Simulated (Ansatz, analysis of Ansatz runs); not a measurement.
# K3Ni2F7 (I4/mmm): does an added hole stay on F?

Aim: the energy barrier that a trapped hole meets when it moves from one F atom to another one nearby in K3Ni2F7 (I4/mmm). The model is a cell of 48 host atoms.

Calculated with Ansatz 0.2.0; plane-wave PAW DFT, PBEsol+U; relaxation of all atoms of a supercell at fixed charge in a uniform background; PAW set soft_1.

### Step 1. Starting point

The cell holds 48 atoms: 12 K, 8 Ni and 28 F. Its edges and angles: a = 8.039 Å, b = 8.039 Å, c = 10.854 Å, α = 100.7°, β = 100.7°, γ = 90.0°. It derives from K3Ni2F7 (space group I4/mmm). Nearest the centre at fractional (0.428, 0.553, 0.714): Ni5 at 1.40 Å, F19 at 1.42 Å, F12 at 1.42 Å, K13 at 2.41 Å, K37 at 2.41 Å, F8 at 2.46 Å, F32 at 2.46 Å, F42 at 3.16 Å.

Hubbard terms: Ni d 5.0 eV, F p 5.0 eV. They were chosen, not fitted, to curb self-interaction in the shells named, the trial site's among them. The two sites are F12 and F19. The cell's shortest repeat is 8.0 Å. The host's moments were started antiferromagnetic in the unit cell, high spin.

### Step 2. The cell without the carrier

The neutral cell is relaxed first, from small random displacements, so that bond lengths and moments with the carrier can be set beside those of a relaxed cell without it.

Contents of neutral.relax/input.yaml:

```yaml
crystal:
  lattice:
    - [0.0, -8.03871387, 0.0]
    - [8.03871387, 0.0, 0.0]
    - [-2.00967847, 2.00967847, 10.47571861]
  atoms:
    - { symbol: K, position: [0.157935, 0.157935, 0.63174] }
    - { symbol: K, position: [0.342065, 0.342065, 0.36826] }
    - { symbol: K, position: [0.25, 0.25, 0.0] }
    - { symbol: Ni, position: [0.048121, 0.048121, 0.192486], spin: 2.0 }
    - { symbol: Ni, position: [0.451879, 0.451879, 0.807514], spin: -2.0 }
    - { symbol: F, position: [0.0, 0.0, 0.0] }
    - { symbol: F, position: [0.452563, 0.202563, 0.81025] }
    - { symbol: F, position: [0.202563, 0.452563, 0.81025] }
    - { symbol: F, position: [0.047437, 0.297437, 0.18975] }
    - { symbol: F, position: [0.297437, 0.047437, 0.18975] }
    - { symbol: F, position: [0.09561, 0.09561, 0.382439] }
    - { symbol: F, position: [0.40439, 0.40439, 0.617561] }
    - { symbol: K, position: [0.157935, 0.657935, 0.63174] }
    - { symbol: K, position: [0.342065, 0.842065, 0.36826] }
    - { symbol: K, position: [0.25, 0.75, 0.0] }
    - { symbol: Ni, position: [0.048121, 0.548121, 0.192486], spin: 2.0 }
    - { symbol: Ni, position: [0.451879, 0.951879, 0.807514], spin: -2.0 }
    - { symbol: F, position: [0.0, 0.5, 0.0] }
    - { symbol: F, position: [0.452563, 0.702563, 0.81025] }
    - { symbol: F, position: [0.202563, 0.952563, 0.81025] }
    - { symbol: F, position: [0.047437, 0.797437, 0.18975] }
    - { symbol: F, position: [0.297437, 0.547437, 0.18975] }
    - { symbol: F, position: [0.09561, 0.59561, 0.382439] }
    - { symbol: F, position: [0.40439, 0.90439, 0.617561] }
    - { symbol: K, position: [0.657935, 0.157935, 0.63174] }
    - { symbol: K, position: [0.842065, 0.342065, 0.36826] }
    - { symbol: K, position: [0.75, 0.25, 0.0] }
    - { symbol: Ni, position: [0.548121, 0.048121, 0.192486], spin: 2.0 }
    - { symbol: Ni, position: [0.951879, 0.451879, 0.807514], spin: -2.0 }
    - { symbol: F, position: [0.5, 0.0, 0.0] }
    - { symbol: F, position: [0.952563, 0.202563, 0.81025] }
    - { symbol: F, position: [0.702563, 0.452563, 0.81025] }
    - { symbol: F, position: [0.547437, 0.297437, 0.18975] }
    - { symbol: F, position: [0.797437, 0.047437, 0.18975] }
    - { symbol: F, position: [0.59561, 0.09561, 0.382439] }
    - { symbol: F, position: [0.90439, 0.40439, 0.617561] }
    - { symbol: K, position: [0.657935, 0.657935, 0.63174] }
    - { symbol: K, position: [0.842065, 0.842065, 0.36826] }
    - { symbol: K, position: [0.75, 0.75, 0.0] }
    - { symbol: Ni, position: [0.548121, 0.548121, 0.192486], spin: 2.0 }
    - { symbol: Ni, position: [0.951879, 0.951879, 0.807514], spin: -2.0 }
    - { symbol: F, position: [0.5, 0.5, 0.0] }
    - { symbol: F, position: [0.952563, 0.702563, 0.81025] }
    - { symbol: F, position: [0.702563, 0.952563, 0.81025] }
    - { symbol: F, position: [0.547437, 0.797437, 0.18975] }
    - { symbol: F, position: [0.797437, 0.547437, 0.18975] }
    - { symbol: F, position: [0.59561, 0.59561, 0.382439] }
    - { symbol: F, position: [0.90439, 0.90439, 0.617561] }
basis:
  ecutwfc: 420
  xc_grid: 2
hamiltonian:
  xc: pbesol
  hubbard:
    sites: [{ species: Ni, l: d, u_eff: 5.0 }, { species: F, l: p, u_eff: 5.0 }]
    projectors: ortho-atomic
  pseudopotentials: { kind: paw, azcp: { folder: soft_1 }, xc_functional: pbe }
kpoints:
  mp_grid: { grid: [1, 1, 1] }
magnetization:
  spin_polarized: true
  initial_magnetization: 0
  spin_locking: { lock_magnetization: hard }
scf:
  occupations: { method: fermi_dirac, width: 0.01 }
  max_iter: 120
  lower_state_search: "off"
output:
  forces: true
relax:
  f_tol: 0.02
  max_steps: 70
  random_displacement: { amplitude: 0.04, seed: 4807 }
checkpoint:
  write: "../neutral.relax.run"
  compress: false
  write_wavefunctions: true
  write_every: 100000
```

Started as:

```sh
> ansatz run input.yaml --threads 8 --pin off --max-ram 17899MiB --backend cpu --events-out ev --progress --plain --runs-dir out
```

Numbers of over 12 decimals in the logs are rounded to 6 here.

What it wrote:

```text
[... repeated set-up lines and file paths are left out, and long positions are rounded to six places ...]
Engine: ansatz 0.2.0, aarch64-unknown-linux-gnu
Pseudopotentials: kind: paw
Pseudopotential: K, paw, valence charge 9, recommended cutoff 420 eV (normal), soft_1/K.paw.azcp
Pseudopotential: Ni, paw, valence charge 18, recommended cutoff 420 eV (normal), soft_1/Ni.paw.azcp
Pseudopotential: F, paw, valence charge 7, recommended cutoff 420 eV (normal), soft_1/F.paw.azcp
Functional definition: PBEsol
  exchange = pbesol_x
  correlation = pbesol_c
Crystal: 48 atoms, lattice volume = 676.951 Å³
Basis set: ecut = 420 eV, 13217 PW (Γ), exchange–correlation on 108×108×150 points (8 copies of the dense FFT grid, shifted against one another)
Bands: 272, of which v1, the nominal top of the filled ones, is band 224 counted from 1 (223 counted from 0)
Symmetry: 1 space group operations
k-points: 1
Non-local potential: K, projectors of the file, l = 0: 3, l = 1: 2, l = 2: 2
Non-local potential: Ni, projectors of the file, l = 0: 3, l = 1: 2, l = 2: 3, l = 3: 1
Non-local potential: F, projectors of the file, l = 0: 2, l = 1: 2, l = 2: 1
PAW form: soft (Blöchl's): semilocal exchange-correlation on the pseudo side does not see the compensation charge
PAW frozen core: K, regenerated for the run's functional, and the local potential with it (the file was generated under x = pbe(κ = 0.804, μ = 0.219515), c = pbe(β = 0.066725))
PAW frozen core: Ni, regenerated for the run's functional, and the local potential with it (the file was generated under x = pbe(κ = 0.804, μ = 0.219515), c = pbe(β = 0.066725))
[...]
[... 4 atoms left out ...]
  atom  24  F     -0.00068441    -0.00001338     0.00522852
  [... 7 atoms left out ...]
  atom  32  F     -0.00048377     0.00148794     0.00473694
  [... 4 atoms left out ...]
  atom  37  K      0.00000396    -0.00138308    -0.00565282
  [... 4 atoms left out ...]
  atom  42  F     -0.00428274     0.00134981     0.00175676
[...]
max |Σ_I F_I| component: 9.31e-5 eV/Å
--- Band table (eV) ---
  k-point 0 ↑: bands = ["-99.2610", "-99.2590", "-99.2585", "-99.2564", [... 264 left out ...] "14.9063", "14.9094", "14.9166", "15.2171"]
  k-point 0 ↓: bands = ["-99.2615", "-99.2594", "-99.2586", "-99.2568", [... 264 left out ...] "14.9064", "14.9094", "14.9166", "15.2170"]
Occupation matrices written to <dir>
--- Relaxed structure (4 steps of the walk, 4 accepted, 0 SCFs on fresh bases) ---
  F+E_penalty+E_count = -87054.25740207 eV   max|allowed force component| = 9.258e-3 eV/Å
  atoms:
    - { symbol: K, position: [0.157818, 0.158255, 0.630815] }
    - { symbol: K, position: [0.342741, 0.342675, 0.370223] }
[...]
- { symbol: Ni, position: [0.452306, 0.452458, 0.808213] }
[...]
- { symbol: F, position: [0.203007, 0.453378, 0.810714] }
[...]
- { symbol: F, position: [0.404408, 0.404651, 0.618138] }
    - { symbol: K, position: [0.157982, 0.658004, 0.630835] }
[...]
- { symbol: Ni, position: [0.452299, 0.952583, 0.808163] }
    [... 1 atom left out ...]
    - { symbol: F, position: [0.452943, 0.702964, 0.809884] }
[...]
- { symbol: F, position: [0.404648, 0.905463, 0.618068] }
    [... 7 atoms left out ...]
    - { symbol: F, position: [0.702864, 0.452980, 0.810151] }
    [... 4 atoms left out ...]
    - { symbol: K, position: [0.657840, 0.658053, 0.630850] }
    [... 4 atoms left out ...]
    - { symbol: F, position: [0.500399, 0.501103, 0.000577] }
    [... 6 atoms left out ...]
[key lines of the parts left out:]
SCF converged after 6 iterations
Magnetization: 0.0000 μB (224.0000 up, 224.0000 down)
Free energy (F): -87054.257402 eV
Fermi energy:    5.277372 (↑ 5.277356, ↓ 5.277389) eV
```

It took 22 s on 8 threads of Arm Neoverse V2, shared host; peak memory 1.4 GiB; 2.7 min of CPU time.

The largest displacement from an ideal site is 0.017 Å.

### Step 3. The hole on the first site

The nearest neighbour or neighbours of the site start displaced and the site's starting moment is changed by the carrier's spin, since a carrier doesn't trap itself in the undistorted lattice.

Contents of A.relax/input.yaml:

```yaml
crystal:
  lattice:
    - [0.0, -8.03871387, 0.0]
    - [8.03871387, 0.0, 0.0]
    - [-2.00967847, 2.00967847, 10.47571861]
  atoms:
    - { symbol: K, position: [0.157818, 0.158255, 0.630815] }
    - { symbol: K, position: [0.342741, 0.342675, 0.370223] }
    - { symbol: K, position: [0.25022, 0.25052, 0.000773] }
    - { symbol: Ni, position: [0.048363, 0.048627, 0.192893], spin: 2.0 }
    - { symbol: Ni, position: [0.457079, 0.457231, 0.827304], spin: -2.0 }
    - { symbol: F, position: [-2.0e-05, 0.000329, 0.000577] }
    - { symbol: F, position: [0.45314, 0.2032, 0.810802] }
    - { symbol: F, position: [0.203007, 0.453378, 0.810714] }
    - { symbol: F, position: [0.047816, 0.298078, 0.190488] }
    - { symbol: F, position: [0.297785, 0.048245, 0.190473] }
    - { symbol: F, position: [0.095979, 0.096475, 0.382967] }
    - { symbol: F, position: [0.404408, 0.404651, 0.618138], spin: 1.0 }
    - { symbol: K, position: [0.157982, 0.658004, 0.630835] }
    - { symbol: K, position: [0.34293, 0.843322, 0.37033] }
    - { symbol: K, position: [0.250618, 0.750571, 0.000576] }
    - { symbol: Ni, position: [0.048378, 0.548675, 0.192938], spin: 2.0 }
    - { symbol: Ni, position: [0.452299, 0.952583, 0.808163], spin: -2.0 }
    - { symbol: F, position: [0.000462, 0.500885, 0.000623] }
    - { symbol: F, position: [0.452943, 0.702964, 0.809884] }
    - { symbol: F, position: [0.20296, 0.953173, 0.810565] }
    - { symbol: F, position: [0.047973, 0.798209, 0.190956] }
    - { symbol: F, position: [0.29795, 0.548293, 0.19124] }
    - { symbol: F, position: [0.095272, 0.595999, 0.383033] }
    - { symbol: F, position: [0.404648, 0.905463, 0.618068] }
    - { symbol: K, position: [0.658049, 0.158154, 0.63088] }
    - { symbol: K, position: [0.843093, 0.34325, 0.370353] }
    - { symbol: K, position: [0.750498, 0.250465, 0.000569] }
    - { symbol: Ni, position: [0.548422, 0.048666, 0.192933], spin: 2.0 }
    - { symbol: Ni, position: [0.952397, 0.452479, 0.808289], spin: -2.0 }
    - { symbol: F, position: [0.50068, 0.000169, 0.000544] }
    - { symbol: F, position: [0.953062, 0.203158, 0.81076] }
    - { symbol: F, position: [0.702864, 0.45298, 0.810151] }
    - { symbol: F, position: [0.547587, 0.298164, 0.190624] }
    - { symbol: F, position: [0.797845, 0.048578, 0.190992] }
    - { symbol: F, position: [0.595524, 0.096219, 0.383011] }
    - { symbol: F, position: [0.90526, 0.404723, 0.618158] }
    - { symbol: K, position: [0.65784, 0.658053, 0.63085] }
    - { symbol: K, position: [0.842868, 0.842872, 0.370435] }
    - { symbol: K, position: [0.75009, 0.750469, 0.000465] }
    - { symbol: Ni, position: [0.548457, 0.548705, 0.192979], spin: 2.0 }
    - { symbol: Ni, position: [0.952338, 0.952466, 0.80819], spin: -2.0 }
    - { symbol: F, position: [0.500399, 0.501103, 0.000577] }
    - { symbol: F, position: [0.952868, 0.702965, 0.810184] }
    - { symbol: F, position: [0.702788, 0.952992, 0.81008] }
    - { symbol: F, position: [0.547683, 0.798167, 0.190817] }
    - { symbol: F, position: [0.797775, 0.548257, 0.190466] }
    - { symbol: F, position: [0.596402, 0.596352, 0.383085] }
    - { symbol: F, position: [0.905058, 0.905296, 0.61814] }
total_charge: 1
basis:
  ecutwfc: 420
  xc_grid: 2
hamiltonian:
  xc: pbesol
  hubbard:
    sites: [{ species: Ni, l: d, u_eff: 5.0 }, { species: F, l: p, u_eff: 5.0 }]
    projectors: ortho-atomic
  pseudopotentials: { kind: paw, azcp: { folder: soft_1 }, xc_functional: pbe }
kpoints:
  mp_grid: { grid: [1, 1, 1] }
magnetization:
  spin_polarized: true
  initial_magnetization: 1
  spin_locking: { lock_magnetization: hard }
scf:
  occupations: { method: fermi_dirac, width: 0.01 }
  max_iter: 120
  lower_state_search: "off"
output:
  forces: true
relax:
  f_tol: 0.015
  max_steps: 70
  escape_saddle: false
checkpoint:
  write: "../A.relax.run"
  compress: false
  write_wavefunctions: true
  write_every: 100000
```

What it wrote:

```text
[...]
Crystal: 48 atoms, lattice volume = 676.951 Å³
Basis set: ecut = 420 eV, 13217 PW (Γ), exchange–correlation on 108×108×150 points (8 copies of the dense FFT grid, shifted against one another)
Bands: 272, of which v1, the nominal top of the filled ones, is band 224 counted from 1 (223 counted from 0)
Symmetry: 1 space group operations
[...]
k-points: 1
[...]
Starting moments: Σ|m| = 17 μB on 9 of 48 sites
[...]
SCF iter   1: F=—  HF=-87189.197088 eV  |F-HF|=—  |Δ(HF+E_count)|=         —  Δρ=2.31e-1 (↑2.31e-1 ↓2.31e-1)  dr2=9.44e2  dr2_m=6.24e1  M=1.000 μB ∫|m|=5.697 μB  β_m=0.30  ethr=3.10e-3  ⟨swp⟩=6.0  Hψ=2014  notcnv=0  defer=43
[...]
SCF iter  84: F=-87056.639542 eV  HF=-87056.639544 eV  |F-HF|=1.91e-6  |Δ(HF+E_count)|=   7.84e-7  Δρ=1.82e-5 (↑3.25e-6 ↓1.82e-5)  dr2=2.36e-6  dr2_m=4.07e-7  M=1.000 μB ∫|m|=15.859 μB  ethr=1.26e-9  ⟨swp⟩=2.0  Hψ=1461  notcnv=0
SCF 1 converged in 84 iterations: F = -87056.639542 eV  dr2 = 2.36e-6
[...]
relax step   1: F+E_penalty+E_count = -87056.63954234 eV  Δ(F+E_penalty+E_count) = +0.000e0 eV  max|allowed force component| = 3.629e0 eV/Å  Δτ_max = 0.0000 Å  (84 SCF iters, dr2 threshold 5.63e-6 eV, accepted)
[...]
relax step   2: F+E_penalty+E_count = -87056.89156271 eV  Δ(F+E_penalty+E_count) = -2.520e-1 eV  max|allowed force component| = 1.778e0 eV/Å  Δτ_max = 0.1351 Å  (16 SCF iters, dr2 threshold 1.00e-4 eV, accepted)
relax step   3: F+E_penalty+E_count = -87057.03457790 eV  Δ(F+E_penalty+E_count) = -1.430e-1 eV  max|allowed force component| = 1.092e0 eV/Å  Δτ_max = 0.0597 Å  (12 SCF iters, dr2 threshold 1.00e-4 eV, accepted)
relax step   4: F+E_penalty+E_count = -87057.07122297 eV  Δ(F+E_penalty+E_count) = -3.665e-2 eV  max|allowed force component| = 2.055e-1 eV/Å  Δτ_max = 0.0597 Å  (11 SCF iters, dr2 threshold 1.00e-4 eV, accepted)
relax step   5: F+E_penalty+E_count = -87057.09576160 eV  Δ(F+E_penalty+E_count) = -2.454e-2 eV  max|allowed force component| = 2.951e-2 eV/Å  Δτ_max = 0.0267 Å  (15 SCF iters, dr2 threshold 2.64e-6 eV, accepted)
relax step   6: F+E_penalty+E_count = -87057.09654931 eV  Δ(F+E_penalty+E_count) = -7.877e-4 eV  max|allowed force component| = 3.286e-2 eV/Å  Δτ_max = 0.0091 Å  (14 SCF iters, accepted)
SCF iter   1: F=—  HF=-87057.095254 eV  |F-HF|=—  |Δ(HF+E_count)|=         —  Δρ=3.50e-4 (↑2.21e-4 ↓3.50e-4)  dr2=1.14e-3  dr2_m=2.11e-4  M=1.000 μB ∫|m|=15.661 μB  β_m=0.30  ethr=1.14e-5  ⟨swp⟩=4.0  Hψ=899  notcnv=0  defer=78
[...]
SCF iter  12: F=-87057.096661 eV  HF=-87057.096661 eV  |F-HF|=9.14e-9  |Δ(HF+E_count)|=   1.18e-8  Δρ=2.36e-6 (↑1.19e-6 ↓2.36e-6)  dr2=5.06e-8  dr2_m=9.08e-9  M=1.000 μB ∫|m|=15.669 μB  ethr=2.24e-11  ⟨swp⟩=2.0  Hψ=1759  notcnv=0
SCF 7 converged in 12 iterations: F = -87057.096661 eV  dr2 = 5.06e-8
relax step   7: F+E_penalty+E_count = -87057.09666088 eV  Δ(F+E_penalty+E_count) = -1.116e-4 eV  max|allowed force component| = 3.871e-3 eV/Å  Δτ_max = 0.0046 Å  (12 SCF iters, accepted)
NSCF: frozen V_eff on 1 k-points
[...]
SCF converged after 12 iterations
[...]
Magnetization: 1.0000 μB (224.0000 up, 223.0000 down)
Absolute magnetization: 15.6357 μB (∫|ρ↑−ρ↓|, with the PAW one-centre terms)
[...]
Per-site moments (μB) at R_I (Å): [(0.000474068, 1.052800), (-0.000670214, 1.090911), (-0.000180509, 1.142682), [... 45 left out ...]
Free energy (F): -87057.096661 eV
[...]
Internal energy: -87057.090382 eV  (E = F + TS)
E sigma→0 (E₀):  -87057.093521 eV
Entropy (-TS):   -0.006279 eV (-0.131 meV/atom)
Fermi energy:    2.892719 (↑ 4.728405, ↓ 2.676846) eV
[...]
--- Forces (eV/Å), atoms counted from 1 ---
  atom   1  K      0.00006606     0.00004327     0.00055743
  atom   2  K      0.00063640    -0.00058227     0.00044708
  [... 2 atoms left out ...]
  atom   5  Ni     0.00034823     0.00020008     0.00061498
  [... 1 atom left out ...]
  atom   7  F      0.00059254    -0.00026709     0.00083047
  atom   8  F      0.00025859    -0.00051353     0.00076964
  [... 3 atoms left out ...]
  atom  12  F     -0.00048388     0.00089158     0.00303682
  atom  13  K     -0.00025624    -0.00049251     0.00057229
  [... 3 atoms left out ...]
  atom  17  Ni    -0.00043372     0.00011782    -0.00078541
  [... 1 atom left out ...]
  atom  19  F     -0.00052481     0.00051779     0.00038464
  [... 12 atoms left out ...]
  atom  32  F     -0.00046324     0.00045971     0.00040538
  [... 4 atoms left out ...]
  atom  37  K     -0.00037891     0.00024833     0.00137077
  [... 4 atoms left out ...]
  atom  42  F     -0.00053325     0.00046070    -0.00386898
  [... 6 atoms left out ...]
  max |Σ_I F_I| component: 9.84e-5 eV/Å
--- Band table (eV) ---
[...]
Occupation matrices written to <dir>
--- Relaxed structure (7 steps of the walk, 7 accepted, 0 SCFs on fresh bases) ---
  F+E_penalty+E_count = -87057.09666088 eV   max|allowed force component| = 3.871e-3 eV/Å
  atoms:
    - { symbol: K, position: [0.156557, 0.156802, 0.625656] }
    - { symbol: K, position: [0.342885, 0.343117, 0.370433] }
    [... 2 atoms left out ...]
    - { symbol: Ni, position: [0.452764, 0.453008, 0.809935] }
    [... 1 atom left out ...]
    - { symbol: F, position: [0.453054, 0.203315, 0.811168] }
    - { symbol: F, position: [0.203061, 0.453299, 0.811134] }
    [... 3 atoms left out ...]
    - { symbol: F, position: [0.406125, 0.406317, 0.622887] }
    - { symbol: K, position: [0.156525, 0.656823, 0.625666] }
    [... 3 atoms left out ...]
    - { symbol: Ni, position: [0.452766, 0.953001, 0.809960] }
    [... 1 atom left out ...]
    - { symbol: F, position: [0.453081, 0.703320, 0.811156] }
    [... 12 atoms left out ...]
    - { symbol: F, position: [0.703081, 0.453331, 0.811199] }
    [... 4 atoms left out ...]
    - { symbol: K, position: [0.656560, 0.656809, 0.625639] }
    [... 4 atoms left out ...]
    - { symbol: F, position: [0.499923, 0.500241, -0.001137] }
    [... 6 atoms left out ...]
```

Elapsed: 64 s, on 8 threads; peak memory 1.4 GiB.

Relaxation path:

| step | energy less that of the first step (eV) | largest force component (eV/Å) |
| --- | --- | --- |
| 1 | 0.0000 | 3.6292 |
| 2 | -0.2520 | 1.7784 |
| 3 | -0.3950 | 1.0922 |
| 4 | -0.4317 | 0.2055 |
| 5 | -0.4562 | 0.0295 |
| 6 | -0.4570 | 0.0329 |
| 7 | -0.4571 | 0.0039 |

The atoms that moved most (Å):

| atom | dx | dy | dz | length |
| --- | --- | --- | --- | --- |
| Ni5 | 0.001 | 0.000 | -0.182 | 0.182 |
| K39 | 0.001 | -0.002 | 0.074 | 0.074 |
| K15 | 0.000 | 0.002 | 0.073 | 0.073 |
| K27 | 0.001 | 0.001 | 0.073 | 0.073 |
| K3 | 0.001 | -0.002 | 0.069 | 0.069 |
| K25 | 0.000 | 0.001 | -0.055 | 0.055 |
| K37 | 0.000 | 0.000 | -0.055 | 0.055 |
| K13 | 0.001 | 0.001 | -0.054 | 0.054 |

The moves above count from the input, in which the site's nearest neighbours were already displaced; the distances below compare with the cell without the carrier.

Distances from F12 without and with the hole:

| atom | without (Å) | with (Å) |
| --- | --- | --- |
| Ni5 | 1.99 | 1.96 |
| K2 | 2.60 | 2.64 |
| F32 | 2.85 | 2.82 |
| F19 | 2.84 | 2.82 |
| F7 | 2.85 | 2.82 |
| F8 | 2.84 | 2.82 |

The largest changes of the moments are 0.13 μB on Ni41, 0.13 μB on Ni29 and 0.13 μB on Ni17. The carrier did not stay on the chosen site.

### Step 4. Results

```
carrier trapped on the chosen site     : no
size of the moment change on that site : 0.01 μB
```

With PBEsol+U (5 eV) (Ni d 5.0 eV, F p 5.0 eV) the hole does not stay on the chosen F atom: it is spread over about 14 atoms in effect, so no hop between such sites was computed. The magnetic order was assumed and need not be the ground state; parallel spins on neighbours help a carrier to spread. The search for lower electronic states was switched off. Another U, a hybrid or another start may give another answer. What this leaves open: sampling at the zone centre alone can move energies of charged and open-shell states by tenths of an eV or more in cells of this size; the images are only 8.0 Å apart; gap and trapping depend on the U chosen (Ni d 5.0 eV, F p 5.0 eV).

[Logs are printed without paths, hosts, clocks, repeated set-up lines and the standing remarks that a program may print on its own settings, such as how far it seeks lower states.]

[Hosts, paths, dates, database ids (printed as entryN), source tags and the programs' standing remarks are cut or masked in the printed files.]
